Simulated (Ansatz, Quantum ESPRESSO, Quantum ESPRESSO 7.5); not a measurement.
# Evanescent states of SrO, rock salt type, lattice constant set to 4.943 Å

How good a tunnel barrier is SrO, rock salt type, lattice constant set to 4.943 Å?

Method: plane-wave DFT, LDA, PseudoDojo norm-conserving pseudopotentials (cross-check by Ansatz 0.2.0 with PAW datasets), in Quantum ESPRESSO 7.5.

**1. Set-up**

The structure is cubic, space group Fm-3m (No. 225). Conventional cell: a = 4.943 Å, b = 4.943 Å, c = 4.943 Å, α = 90.00°, β = 90.00°, γ = 90.00°. Sr has 6 O at 2.47 Å nearest. O has 6 Sr at 2.47 Å nearest. Farther neighbours and most contacts between anions are not listed.

**2. Ground state**

pwcond needs a cell whose third axis lies along the current and stands perpendicular to the other two.

The input, scf.in:

```
&control
  prefix = 'scf'
  outdir = './out'
  pseudo_dir = './pseudo'
  calculation = 'scf'
  tprnfor = .true.
/
&system
  ibrav = 0
  nat = 4
  ntyp = 2
  ecutwfc = 72
  ecutrho = 288
  occupations = 'fixed'
  nbnd = 20
/
&electrons
  conv_thr = 1e-09
  mixing_beta = 0.6
  electron_maxstep = 120
/
ATOMIC_SPECIES
  Sr  87.6200  Sr.dojo-sr-lda-0.4.1-standard.upf
  O   15.9990  O.dojo-sr-lda-0.4.1-standard.upf
CELL_PARAMETERS angstrom
  3.49522881940510 0.00000000000000 0.00000000000000
  0.00000000000000 3.49522881940510 0.00000000000000
  0.00000000000000 0.00000000000000 4.94300000000000
ATOMIC_POSITIONS crystal
  Sr  0.000000000000 0.000000000000 0.000000000000
  O   0.500000000000 0.500000000000 0.000000000000
  Sr  0.500000000000 0.500000000000 0.500000000000
  O   0.000000000000 0.000000000000 0.500000000000
K_POINTS automatic
  8 8 6 0 0 0
```

Run with:

```
> OMP_NUM_THREADS=1 mpirun -n 2 pw.x -nk 2 -in scf.in > scf.out
```

What it wrote:

```text
Program PWSCF v.7.5 starts
[citation notice left out]

     Parallel version (MPI & OpenMP), running on       2 processor cores
     Number of MPI processes:                 2
     Threads/MPI process:                     1

     MPI processes distributed on     1 nodes
[...]
Current dimensions of program PWSCF are:
     Max number of different atomic species (ntypx) = 10
     Max number of k-points (npk) =  40000
     Max angular momentum in pseudopotentials (lmaxx) =  4
     Found identity + ( -0.5000 -0.5000 -0.5000) symmetry
     This is a supercell, fractional translations are disabled
     Message from routine setup:
     using ibrav=0 with symmetry is DISCOURAGED, use correct ibrav instead

     K-points division:     npool     =       2
     Subspace diagonalization in iterative solution of the eigenvalue problem:
     a serial algorithm will be used

     G-vector sticks info
     --------------------
     sticks:   dense  smooth     PW     G-vecs:    dense   smooth      PW
     Sum         997     997    293                33671    33671    5431

     Using Slab Decomposition

     bravais-lattice index     =            0
     lattice parameter (alat)  =       6.6050  a.u.
     unit-cell volume          =     407.5102 (a.u.)^3
     number of atoms/cell      =            4
     number of atomic types    =            2
     number of electrons       =        32.00
     number of Kohn-Sham states=           20
     kinetic-energy cutoff     =      72.0000  Ry
     charge density cutoff     =     288.0000  Ry
     scf convergence threshold =      1.0E-09
     mixing beta               =       0.6000
     number of iterations used =            8  plain     mixing
     Exchange-correlation= SLA  PW   NOGX NOGC
                           (   1   4   0   0   0   0   0)

     celldm(1)=   6.605025  celldm(2)=   0.000000  celldm(3)=   0.000000
     celldm(4)=   0.000000  celldm(5)=   0.000000  celldm(6)=   0.000000

     crystal axes: (cart. coord. in units of alat)
               a(1) = (   1.000000   0.000000   0.000000 )
               a(2) = (   0.000000   1.000000   0.000000 )
               a(3) = (   0.000000   0.000000   1.414214 )

     reciprocal axes: (cart. coord. in units 2 pi/alat)
               b(1) = (  1.000000  0.000000  0.000000 )
               b(2) = (  0.000000  1.000000  0.000000 )
               b(3) = (  0.000000  0.000000  0.707107 )

     PseudoPot. # 1 for Sr read from file:
     ./pseudo/Sr.dojo-sr-lda-0.4.1-standard.upf
     Pseudo is Norm-conserving + core correction, Zval = 10.0
     Generated using ONCVPSP code by D. R. Hamann
     Using radial grid of 1812 points,  6 beta functions with:
                l(1) =   0
                l(2) =   0
                l(3) =   1
                l(4) =   1
                l(5) =   2
                l(6) =   2

     PseudoPot. # 2 for O  read from file:
     ./pseudo/O.dojo-sr-lda-0.4.1-standard.upf
     Pseudo is Norm-conserving + core correction, Zval =  6.0
     Generated using ONCVPSP code by D. R. Hamann
     Using radial grid of  926 points,  5 beta functions with:
                l(1) =   0
                l(2) =   0
                l(3) =   1
                l(4) =   1
                l(5) =   2

     atomic species   valence    mass     pseudopotential
     Sr               10.00    87.62000     Sr( 1.00)
     O                 6.00    15.99900     O ( 1.00)

     16 Sym. Ops., with inversion, found

   Cartesian axes

     site n.     atom                  positions (alat units)
         1        Sr     tau(   1) = (   0.0000000   0.0000000   0.0000000  )
         2        O      tau(   2) = (   0.5000000   0.5000000   0.0000000  )
         3        Sr     tau(   3) = (   0.5000000   0.5000000   0.7071068  )
         4        O      tau(   4) = (   0.0000000   0.0000000   0.7071068  )

     number of k points=    60
                       cart. coord. in units 2pi/alat
        k(    1) = (   0.0000000   0.0000000   0.0000000), wk =   0.0052083
        k(    2) = (   0.0000000   0.0000000   0.1178511), wk =   0.0104167
        k(    3) = (   0.0000000   0.0000000   0.2357023), wk =   0.0104167
        k(    4) = (   0.0000000   0.0000000  -0.3535534), wk =   0.0052083
        k(    5) = (   0.0000000   0.1250000   0.0000000), wk =   0.0208333
        k(    6) = (   0.0000000   0.1250000   0.1178511), wk =   0.0416667
        k(    7) = (   0.0000000   0.1250000   0.2357023), wk =   0.0416667
        k(    8) = (   0.0000000   0.1250000  -0.3535534), wk =   0.0208333
        k(    9) = (   0.0000000   0.2500000   0.0000000), wk =   0.0208333
        k(   10) = (   0.0000000   0.2500000   0.1178511), wk =   0.0416667
[...]
k(   60) = (  -0.5000000  -0.5000000  -0.3535534), wk =   0.0052083

     Dense  grid:    33671 G-vectors     FFT dimensions: (  36,  36,  54)

     Estimated max dynamical RAM per process >      71.53 MB

     Estimated total dynamical RAM >     134.84 MB

     Check: negative core charge=   -0.000003

     Initial potential from superposition of free atoms

     starting charge      31.9858, renormalised to      32.0000
     Starting wfcs are   18 randomized atomic wfcs +    2 random wfcs

     total cpu time spent up to now is        2.4 secs

     per-process dynamical memory:    63.3 Mb

     Self-consistent Calculation

     iteration #  1     ecut=    72.00 Ry     beta= 0.60
     Davidson diagonalization with overlap
     ethr =  1.00E-02,  avg # of iterations =  5.8

     total cpu time spent up to now is        9.5 secs

     total energy              =    -203.06625701 Ry
     estimated scf accuracy    <       1.20652222 Ry

     iteration #  2     ecut=    72.00 Ry     beta= 0.60
[...]
total energy              =    -203.27224681 Ry
     estimated scf accuracy    <       1.87166815 Ry

     iteration #  3     ecut=    72.00 Ry     beta= 0.60
[...]
total energy              =    -203.62669506 Ry
     estimated scf accuracy    <       0.01067613 Ry

     iteration #  4     ecut=    72.00 Ry     beta= 0.60
[...]
total energy              =    -203.63168226 Ry
     estimated scf accuracy    <       0.01750396 Ry

     iteration #  5     ecut=    72.00 Ry     beta= 0.60
[...]
total energy              =    -203.63202307 Ry
     estimated scf accuracy    <       0.00259351 Ry

     iteration #  6     ecut=    72.00 Ry     beta= 0.60
[...]
total energy              =    -203.63186835 Ry
     estimated scf accuracy    <       0.00075361 Ry

     iteration #  7     ecut=    72.00 Ry     beta= 0.60
[...]
total energy              =    -203.63200836 Ry
     estimated scf accuracy    <       0.00000746 Ry

     iteration #  8     ecut=    72.00 Ry     beta= 0.60
[...]
total energy              =    -203.63201486 Ry
     estimated scf accuracy    <       0.00000268 Ry

     iteration #  9     ecut=    72.00 Ry     beta= 0.60
[...]
total energy              =    -203.63201440 Ry
     estimated scf accuracy    <       0.00000411 Ry

     iteration # 10     ecut=    72.00 Ry     beta= 0.60
[...]
total energy              =    -203.63201454 Ry
     estimated scf accuracy    <       0.00000039 Ry

     iteration # 11     ecut=    72.00 Ry     beta= 0.60
[...]
total energy              =    -203.63201458 Ry
     estimated scf accuracy    <       0.00000002 Ry

     iteration # 12     ecut=    72.00 Ry     beta= 0.60
[...]
total energy              =    -203.63201458 Ry
     estimated scf accuracy    <          1.9E-09 Ry

     iteration # 13     ecut=    72.00 Ry     beta= 0.60
[...]
End of self-consistent calculation

          k = 0.0000 0.0000 0.0000 (  4185 PWs)   bands (ev):

   -22.7198 -22.4121  -5.8790  -5.8253  -5.6550  -4.7643  -4.7643  -4.2107
    -4.2107  -4.2107   8.8794   9.0141   9.0141   9.0141   9.0460   9.0460
    12.0724  13.7463  15.4351  15.4351

          k = 0.0000 0.0000 0.1179 (  4193 PWs)   bands (ev):

   -22.6992 -22.4326  -6.3742  -6.0837  -4.9808  -4.7286  -4.7286  -4.2491
    -4.2491  -3.9495   8.5313   8.5643   8.9801   8.9801   9.0171   9.0171
    12.2159  14.1615  15.0283  15.7848

          k = 0.0000 0.0000 0.2357 (  4189 PWs)   bands (ev):

   -22.6427 -22.4887  -6.6997  -6.4913  -4.6300  -4.6300  -4.3532  -4.3532
    -4.2018  -3.6155   7.7752   7.9210   8.9228   8.9228   8.9542   8.9542
    12.6390  14.1744  14.9459  16.7083

          k = 0.0000 0.0000-0.3536 (  4170 PWs)   bands (ev):

   -22.5656 -22.5656  -6.7311  -6.7311  -4.4930  -4.4930  -4.4930  -4.4930
    -3.6736  -3.6736   7.5280   7.5280   8.9098   8.9098   8.9098   8.9098
    13.3152  13.3152  15.8016  15.8016

          k = 0.0000 0.1250 0.0000 (  4206 PWs)   bands (ev):

   -22.6967 -22.4115  -6.2362  -6.1256  -5.5934  -4.7219  -4.4101  -4.2551
    -4.2068  -3.9468   8.6195   8.7105   8.7902   8.8470   8.8516   8.9712
    12.5723  14.2452  15.2191  15.5901

          k = 0.0000 0.1250 0.1179 (  4207 PWs)   bands (ev):

   -22.6774 -22.4304  -6.5673  -6.3375  -5.1590  -4.6884  -4.3054  -4.2423
    -4.2255  -3.7900   8.3921   8.4912   8.7019   8.7135   8.7582   8.8196
    12.7068  14.6540  15.1916  15.8494

[...]
highest occupied, lowest unoccupied level (ev):     9.0460   12.0724

!    total energy              =    -203.63201458 Ry
     estimated scf accuracy    <          1.1E-10 Ry

     The total energy is the sum of the following terms:
     one-electron contribution =     -22.23519157 Ry
     hartree contribution      =      30.51296480 Ry
     xc contribution           =     -50.40332113 Ry
     ewald contribution        =    -161.50646668 Ry

     convergence has been achieved in  13 iterations

     Forces acting on atoms (cartesian axes, Ry/au):

     atom    1 type  1   force =     0.00000000    0.00000000    0.00000000
     atom    2 type  2   force =     0.00000000    0.00000000    0.00000000
     atom    3 type  1   force =     0.00000000    0.00000000    0.00000000
     atom    4 type  2   force =     0.00000000    0.00000000    0.00000000

     Total force =     0.000000     Total SCF correction =     0.000000

[...]
=------------------------------------------------------------------------------=
   JOB DONE.
=------------------------------------------------------------------------------=
```

It took 82 s on 2 MPI ranks of Arm Neoverse N1, shared host; peak memory 0.22 GiB; 2.7 min of CPU time.

Read from the output:

```
free energy                          : -2770.5547 eV
valence top, on the run's zero       : 9.046 eV
conduction bottom, on the run's zero : 12.07 eV
gap by band count                    : 3.026 eV
```

The run needed 13 iterations to bring the estimated error under 1e-09 Ry.

(Continued in part 2 of 3.)

[Logs are printed without paths, hosts, clocks, repeated set-up lines and the standing remarks that a program may print on its own settings, such as how far it seeks lower states.]

[Hosts, paths, dates, database ids (printed as entryN), source tags and the programs' standing remarks are cut or masked in the printed files.]

[Maps of the electrostatic potential energy from Ansatz leave out the sawtooth potential of an applied field or a dipole correction, so their vacuum need not be flat; planar profiles and work functions include it.]
